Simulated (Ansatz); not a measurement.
## BiN (model cell, started as zinc blende): the cell at rest

Wanted: the relaxed cell of BiN (model cell, started as zinc blende).

Calculated with Ansatz 0.2.0; DFT PBEsol, scalar-relativistic, plane waves, PAW.

The structure was built from a prototype and need not be the compound's stable phase.

### Step 1. The starting structure

It takes space group F-43m (No. 216, cubic). Conventional cell: a = 5.405 Å, b = 5.405 Å, c = 5.405 Å, α = 90.00°, β = 90.00°, γ = 90.00°. Nearest to Bi lie 4 N at 2.34 Å. Nearest to N lie 4 Bi at 2.34 Å. Farther neighbours and most contacts between anions are not listed.

Coordinates:

```
Bi N
1.0
     0.00000    2.70269    2.70269
     2.70269    0.00000    2.70269
     2.70269    2.70269    0.00000
Bi N
1 1
Direct
  0.00000 0.00000 0.00000
  0.25000 0.25000 0.25000
```

### Step 2. Probe on a coarse mesh

A quick single point on a coarse mesh tells whether the cell has a gap and how far it is from rest, which sets the k mesh and smearing that follow.

input.yaml reads:

```yaml
crystal:
  lattice:
    - [0.0, 2.70269, 2.70269]
    - [2.70269, 0.0, 2.70269]
    - [2.70269, 2.70269, 0.0]
  atoms:
    - { symbol: Bi, position: [0.0, 0.0, 0.0] }
    - { symbol: "N", position: [0.25, 0.25, 0.25] }
kpoints:
  mp_grid: { grid: [6, 6, 6] }
hamiltonian:
  xc: pbesol
scf:
  occupations: { method: gaussian, width: 0.1 }
output:
  forces: true
  stress: true
  eigenvalues: true
```

On the command line:

```console
$ ansatz run input.yaml --threads 4 --pin off --max-ram 7168MiB --backend cpu --events-out ev --progress --plain --runs-dir out
```

Numbers of over 12 decimals in the logs are rounded to 6 here.

The log of the run:

```text
Engine: ansatz 0.2.0, aarch64-unknown-linux-gnu
Pseudopotentials: kind: paw
Pseudopotential: Bi, paw, valence charge 15, recommended cutoff 420 eV (normal), Bi.paw.azcp
Pseudopotential: N, paw, valence charge 5, recommended cutoff 420 eV (normal), N.paw.azcp
Functional definition: PBEsol
  exchange = pbesol_x
  correlation = pbesol_c
Crystal: 2 atoms, lattice volume = 39.484 Å³
[...]
--- Band table (eV; the first three rows and the last of 16) ---
  k-point 0: bands = [... 6 lower, 3.7569, 8.3626, 8.3626, 8.3626, 13.7735, 13.7735, 13.7735, 17.0979]
  k-point 1: bands = [... 6 lower, 2.9861, 8.1024, 8.1024, 8.2905, 12.9087, 14.0825, 14.0825, 18.7039]
  k-point 2: bands = [... 6 lower, 1.2974, 7.6622, 7.6622, 7.8538, 13.1557, 14.4450, 14.4450, 18.3114]
  k-point 15: bands = [... 6 lower, -0.3483, 5.5915, 5.7719, 10.8679, 11.3180, 14.4584, 16.1643, 17.2900]
[key lines of the parts left out:]
SCF converged after 7 iterations
Free energy (F): -12618.869935 eV
Fermi energy:    10.820015 eV
P = ⅓ Tr σ = 4.3231 GPa (43.231 kbar)
```

It took 1.1 s on 4 threads of Arm Neoverse V1, shared host; peak memory 0.28 GiB.

This step gave:

* pressure: 4.323 GPa
* volume per atom: 19.74 Å³
* gap on the k-mesh: 0 eV

The coarse mesh shows no gap and a pressure of 4.3 GPa.

### Step 3. Bringing the structure to rest

Harmonic phonons are second derivatives at a point where the forces vanish, and they are wanted at zero stress, so atoms and cell are relaxed first.

Changes to input.yaml since step 2:

```diff
@@ -9,3 +9,3 @@
 kpoints:
-  mp_grid: { grid: [6, 6, 6] }
+  mp_grid: { grid: [14, 14, 14] }
 hamiltonian:
@@ -18 +18,6 @@
   eigenvalues: true
+relax:
+  adjacent_minimum: "off"
+  f_tol: 0.005
+  max_steps: 80
+  cell: { stress_tol: 0.05 }
```

The log of the run:

```text
[...]
Crystal: 2 atoms, lattice volume = 39.484 Å³
Basis set: ecut = 420 eV, 749 PW (Γ), exchange–correlation on 54×54×54 points (8 copies of the dense FFT grid, shifted against one another)
Bands: 14, of which v1, the nominal top of the filled ones, is band 10 counted from 1 (9 counted from 0)
Symmetry: 24 space group operations
[...]
k-points: 104 of 2744 (time reversal used)
[...]
SCF iter   1: F=—  HF=-12618.897513 eV  |F-HF|=—  |Δ(HF+E_count)|=         —  Δρ=1.82e-2  dr2=1.80e-1  ethr=1.77e-3  ⟨swp⟩=5.0  Hψ=7349  notcnv=0
[...]
SCF iter   6: F=-12618.864021 eV  HF=-12618.864021 eV  |F-HF|=1.86e-8  |Δ(HF+E_count)|=   1.36e-6  Δρ=1.55e-5  dr2=9.62e-8  ethr=5.00e-10  ⟨swp⟩=5.7  Hψ=8702  notcnv=0
SCF 1 converged in 6 iterations: F = -12618.864021 eV  dr2 = 9.62e-8
[...]
relax step   1: F+E_penalty+E_count = -12618.86402070 eV  Δ(F+E_penalty+E_count) = +0.000e0 eV  max|allowed force component| = 1.554e-15 eV/Å  Δτ_max = 0.0000 Å  P = +4.137 GPa  Ω = 39.484 Å³  (6 SCF iters, dr2 threshold 1.00e-7 eV, accepted)
Crystal: 2 atoms, lattice volume = 42.198 Å³
Basis set: ecut = 420 eV, 869 PW (Γ), exchange–correlation on 54×54×54 points (8 copies of the dense FFT grid, shifted against one another)
[...]
iter 1 solved again at ethr=2.23e-4 eV; its pass at ethr=3.10e-3 eV (dr2=4.45e-2 eV) is discarded
[...]
SCF iter   6: F=-12618.871634 eV  HF=-12618.871634 eV  |F-HF|=1.74e-7  |Δ(HF+E_count)|=   3.50e-6  Δρ=1.63e-5  dr2=1.59e-7  ethr=1.00e-9  ⟨swp⟩=4.8  Hψ=7614  notcnv=0
SCF 2 converged in 6 iterations: F = -12618.871634 eV  dr2 = 1.59e-7
relax step   2: F+E_penalty+E_count = -12618.87163433 eV  Δ(F+E_penalty+E_count) = -7.614e-3 eV  max|allowed force component| = 1.110e-15 eV/Å  Δτ_max = 0.0000 Å  P = -2.368 GPa  Ω = 42.198 Å³  energy of the carried Pulay correction = -4.401e-3 eV  (6 SCF iters, dr2 threshold 2.00e-7 eV, accepted)
Crystal: 2 atoms, lattice volume = 41.168 Å³
Basis set: ecut = 420 eV, 821 PW (Γ), exchange–correlation on 54×54×54 points (8 copies of the dense FFT grid, shifted against one another)
[...]
SCF iter   6: F=-12618.881489 eV  HF=-12618.881489 eV  |F-HF|=4.78e-9  |Δ(HF+E_count)|=   1.48e-7  Δρ=4.36e-6  dr2=1.32e-8  ethr=1.00e-9  ⟨swp⟩=6.1  Hψ=7002  notcnv=0
SCF 3 converged in 6 iterations: F = -12618.881489 eV  dr2 = 1.32e-8
relax step   3: F+E_penalty+E_count = -12618.88148932 eV  Δ(F+E_penalty+E_count) = -9.855e-3 eV  max|allowed force component| = 1.258e-15 eV/Å  Δτ_max = 0.0000 Å  P = -0.143 GPa  Ω = 41.168 Å³  energy of the carried Pulay correction = -2.765e-3 eV  (6 SCF iters, dr2 threshold 2.00e-7 eV, accepted)
[...]
relax step   4: F+E_penalty+E_count = -12618.88161484 eV  Δ(F+E_penalty+E_count) = -1.255e-4 eV  max|allowed force component| = 1.110e-15 eV/Å  Δτ_max = 0.0000 Å  P = -0.003 GPa  Ω = 41.107 Å³  energy of the carried Pulay correction = -2.667e-3 eV  (4 SCF iters, dr2 threshold 5.12e-8 eV, accepted)
[...]
relax step   5: F+E_penalty+E_count = -12618.88471574 eV  Δ(F+E_penalty+E_count) = -3.101e-3 eV  max|allowed force component| = 1.184e-15 eV/Å  Δτ_max = 0.0000 Å  P = +0.084 GPa  Ω = 41.107 Å³  stress off target by 8.40e-2 GPa  SCF on the basis re-selected at this cell (its energy is not comparable with the rows above)  (7 SCF iters)
[...]
relax step   6: F+E_penalty+E_count = -12618.88467001 eV  Δ(F+E_penalty+E_count) = +4.574e-5 eV  max|allowed force component| = 1.258e-15 eV/Å  Δτ_max = 0.0000 Å  P = +0.003 GPa  Ω = 41.143 Å³  energy of the carried Pulay correction = -5.543e-5 eV  (4 SCF iters, dr2 threshold 1.76e-8 eV, accepted)
[...]
SCF iter   1: F=—  HF=-12618.884720 eV  |F-HF|=—  |Δ(HF+E_count)|=         —  Δρ=6.28e-6  dr2=1.25e-8  ethr=8.51e-7  ⟨swp⟩=3.2  Hψ=11109  notcnv=0
eigensolver tolerance schedule: the retry pair's looser diagonalisation over-reported the residual by 13610.01 of it (diagonalisation noise at an unbounded share of the residual, at the tolerance the schedule requests for it); recorded, not acted on — ethr = c·dr2/N_el stays at c = 1.0e-1
[...]
SCF iter   2: F=—  HF=-12618.884718 eV  |F-HF|=—  |Δ(HF+E_count)|=   1.85e-6  Δρ=3.12e-6  dr2=4.03e-9  ethr=6.25e-11  ⟨swp⟩=3.2  Hψ=3453  notcnv=0
[...]
SCF iter   6: F=-12618.884718 eV  HF=-12618.884718 eV  |F-HF|=7.28e-12  |Δ(HF+E_count)|=  1.82e-11  Δρ=3.05e-7  dr2=1.91e-11  ethr=1.00e-12  ⟨swp⟩=4.9  Hψ=7375  notcnv=0
SCF 7 converged in 6 iterations: F = -12618.884718 eV  dr2 = 1.91e-11
relax step   7: F+E_penalty+E_count = -12618.88471812 eV  Δ(F+E_penalty+E_count) = -4.811e-5 eV  max|allowed force component| = 1.406e-15 eV/Å  Δτ_max = 0.0000 Å  P = +0.004 GPa  Ω = 41.143 Å³  stress off target by 3.73e-3 GPa  SCF on the basis re-selected at this cell (its energy is not comparable with the rows above)  (6 SCF iters)
[...]
SCF converged after 6 iterations
Free energy (F): -12618.884718 eV
[...]
Internal energy: -12618.881630 eV  (E = F + TS)
E sigma→0 (E₀):  -12618.883174 eV
Entropy (-TS):   -0.003088 eV (-1.544 meV/atom)
Fermi energy:    9.992946 eV
[...]
--- Stress (GPa, compression-positive) ---
        0.003729      -0.000000      -0.000000
       -0.000000       0.003729       0.000000
       -0.000000       0.000000       0.003729
  P = ⅓ Tr σ = 0.0037 GPa (0.037 kbar)
--- Band table (eV; the first three rows and the last of 104) ---
  k-point 0: bands = [... 6 lower, 2.9466, 7.8284, 7.8284, 7.8284, 13.0075, 13.0075, 13.0075, 16.2412]
  k-point 1: bands = [... 6 lower, 2.8097, 7.7763, 7.7763, 7.8209, 12.7124, 13.0728, 13.0728, 16.7563]
  k-point 2: bands = [... 6 lower, 2.4216, 7.6380, 7.6380, 7.7617, 12.2831, 13.2393, 13.2393, 17.6626]
  k-point 103: bands = [... 6 lower, -0.8711, 5.0720, 5.2683, 10.2963, 11.4609, 12.8214, 15.3777, 16.7479]
--- Relaxed structure (5 steps of the walk, 5 accepted, 2 SCFs on fresh bases) ---
  F+E_penalty+E_count = -12618.88471812 eV   max|allowed force component| = 1.406e-15 eV/Å   (the final SCF, on the basis selected at the relaxed cell)
  cell:  # Å, volume = 41.1428 Å³
    - [0, 2.740026, 2.740026]
    - [2.740026, 0, 2.740026]
    - [2.740026, 2.740026, 0]
  atoms:
    - { symbol: Bi, position: [0, 0, 0] }
    - { symbol: N, position: [0.25, 0.25, 0.25] }
```

Elapsed: 12 s, on 4 threads; peak memory 0.4 GiB; 46 s of CPU time.

Relaxation path:

```
step  energy less that of the first step (eV)  largest force component (eV/Å)  pressure (GPa)  volume (Å³)
   1                                   0.0000                          0.0000            4.14        39.48
   2                                  -0.0076                          0.0000           -2.37        42.20
   3                                  -0.0175                          0.0000           -0.14        41.17
   4                                  -0.0176                          0.0000            0.00        41.11
  5*                                  -0.0207                          0.0000            0.08        41.11
   6                                  -0.0206                          0.0000            0.00        41.14
  7*                                  -0.0207                          0.0000            0.00        41.14
```

Relaxation steps marked * repeat the geometry before them on a plane-wave basis chosen anew for their cell, so energy and pressure can jump there.

The run keeps the 24 symmetry operations that it works with, so distortions that break them were not tested.

```
conventional cell, symmetrised  before  after  change
                         a (Å)   5.405  5.480  +1.4 %
                         b (Å)   5.405  5.480  +1.4 %
                         c (Å)   5.405  5.480  +1.4 %
              volume (Å³/atom)   19.74  20.57  +4.2 %
```

The relaxed structure:

```xyz
2
Lattice="0.0000 2.7400 2.7400 2.7400 0.0000 2.7400 2.7400 2.7400 0.0000" Properties=species:S:1:pos:R:3 pbc="T T T"
Bi    0.0000    0.0000    0.0000
N     1.3700    1.3700    1.3700
```

Numbers from this step:

| Item | Value |
| --- | --- |
| pressure | 0.003729 GPa |
| volume per atom | 20.57 Å³ |

In this step the volume went from 19.74 to 20.57 Å³/atom.

### Step 4. Tight relaxation

Phonons need a cell at rest on their own settings, so the relaxation is repeated with tight tolerances on forces and stress, using the mesh and the filling of the phonon run that follows.

input.yaml reads:

```yaml
crystal:
  lattice:
    - [0.0, 2.7400255108, 2.7400255108]
    - [2.7400255108, 0.0, 2.7400255108]
    - [2.7400255108, 2.7400255108, 0.0]
  atoms:
    - { symbol: Bi, position: [0.0, 0.0, 0.0] }
    - { symbol: "N", position: [0.25, 0.25, 0.25] }
kpoints:
  mp_grid: { grid: [16, 16, 16] }
hamiltonian:
  xc: pbesol
scf:
  occupations: { method: methfessel_paxton, width: 0.2 }
output:
  forces: true
  stress: true
  eigenvalues: true
relax:
  adjacent_minimum: "off"
  f_tol: 0.001
  max_steps: 60
  cell: { stress_tol: 0.01 }
```

The log of the run:

```text
[...]
Crystal: 2 atoms, lattice volume = 41.143 Å³
Basis set: ecut = 420 eV, 821 PW (Γ), exchange–correlation on 54×54×54 points (8 copies of the dense FFT grid, shifted against one another)
Bands: 14, of which v1, the nominal top of the filled ones, is band 10 counted from 1 (9 counted from 0)
[... 1 set-up line as in the run before ...]
[...]
k-points: 145 of 4096 (time reversal used)
[...]
k-point 144: bands = [... 6 lower, -0.8705, 5.0451, 5.2476, 10.3284, 11.9228, 12.3407, 15.3723, 16.8137]
--- Relaxed structure (3 steps of the walk, 3 accepted, 1 SCFs on fresh bases) ---
[...]
cell:  # Å, volume = 41.1494 Å³
    - [0, 2.740172, 2.740172]
    - [2.740172, 0, 2.740172]
    - [2.740172, 2.740172, 0]
  atoms:
    - { symbol: Bi, position: [0, 0, 0] }
    - { symbol: N, position: [0.25, 0.25, 0.25] }
[key lines of the parts left out:]
SCF converged after 10 iterations
Free energy (F): -12618.881265 eV
Fermi energy:    9.981249 eV
P = ⅓ Tr σ = 0.0003 GPa (0.003 kbar)
```

Elapsed: 10 s, on 4 threads; peak memory 0.43 GiB; 38 s of CPU time.

Little changed from the start: no atom moved by 0.005 Å and no cell edge by 0.1 %.

This step gave:

- pressure: 2.60e-4 GPa

The forces vanish by symmetry and the pressure is 0.000 GPa, within the tolerances set. The cell now holds 20.57 Å³/atom.

### Step 5. What came out

```json
{"space group after relaxation (within 0.01 Å)": "F-43m", "lattice constant a": "5.480 Å", "lattice constant b": "5.480 Å", "lattice constant c": "5.480 Å", "volume per atom": "20.6 Å³"}
```

In words: The forces vanish by symmetry and the pressure is 0.000 GPa, within the tolerances set. The cell now holds 20.57 Å³/atom. The relaxation keeps the symmetry of its start, so it says nothing on stability against lower symmetry. Spin-orbit coupling is left out, which can matter for the heavy elements here. The starting cell was built on a prototype and not taken from a measurement, so the phase need not exist.

[Logs are printed without paths, hosts, clocks, repeated set-up lines and the standing remarks that a program may print on its own settings, such as how far it seeks lower states.]

[Hosts, paths, dates, database ids (printed as entryN), source tags and the programs' standing remarks are cut or masked in the printed files.]
